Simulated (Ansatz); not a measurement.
The crystal is BaTiO3 (Barioperovskite).

```yaml
crystal:
  lattice:
    - [3.98550, 0.00000, 0.00000]
    - [0.00000, 2.83690, 2.84515]
    - [0.00000, -2.83690, 2.84515]
  atoms:
    - { symbol: Ba, position: [0.00000, 0.00000, 0.00000] }
    - { symbol: Ti, position: [0.50000, 0.51240, 0.51240] }
    - { symbol: O, position: [0.00000, 0.48740, 0.48740] }
    - { symbol: O, position: [0.50000, 0.50524, 0.99184] }
    - { symbol: O, position: [0.50000, 0.99184, 0.50524] }
```

The cell and positions come from the Crystallography Open Database and are kept as given unless a step says otherwise. Spin-orbit coupling is left out unless a run names it. PAW set soft_2, made with PBE.

Gaps computed with Ansatz 0.2.0 without a self-energy: LDA 1.83 eV, LDA+SOC 1.82 eV, r2SCAN 2.26 eV and PBE0 4.06 eV.

Question: What gap should G0W0 on LDA give (4×4×4 mesh, 509 empty bands, screening to 230 eV, default PAW files)?

About 3.47 eV: on its mesh the run moves the gap from 1.82 eV by +1.65 eV. Among the scalar-relativistic levels given, PBE0 is nearest (+0.59 eV). Bands and cutoff are finite, so the gap is not at the basis limit. The miss can reach some tenths of an eV and take either sign; the mesh is an error of its own. The 4×4×4 mesh is coarse for this cell (its supercell is 16 Å along the shortest edge). The RPA ε∞ on it, from the LDA start, is 6.48, 6.55 and 6.61; such meshes misread the long-range screening, most where the gap is narrow. The many-body steps are scalar-relativistic: spin-orbit coupling is not in them.

[Paths, hosts, dates, memory and timing lines, banners, echoed tables and standing remarks are left out of the program output.]

[Logs are printed without paths, hosts, clocks, repeated set-up lines and the standing remarks that a program may print on its own settings, such as how far it seeks lower states.]

[Runs of the session that timed out or met a known fault of the program may be left out.]

[Cells called generated may have been cut or substituted from an entry of the Crystallography Open Database or the Materials Project.]

[Hosts, paths, dates, database ids (printed as entryN), source tags and the programs' standing remarks are cut or masked in the printed files.]
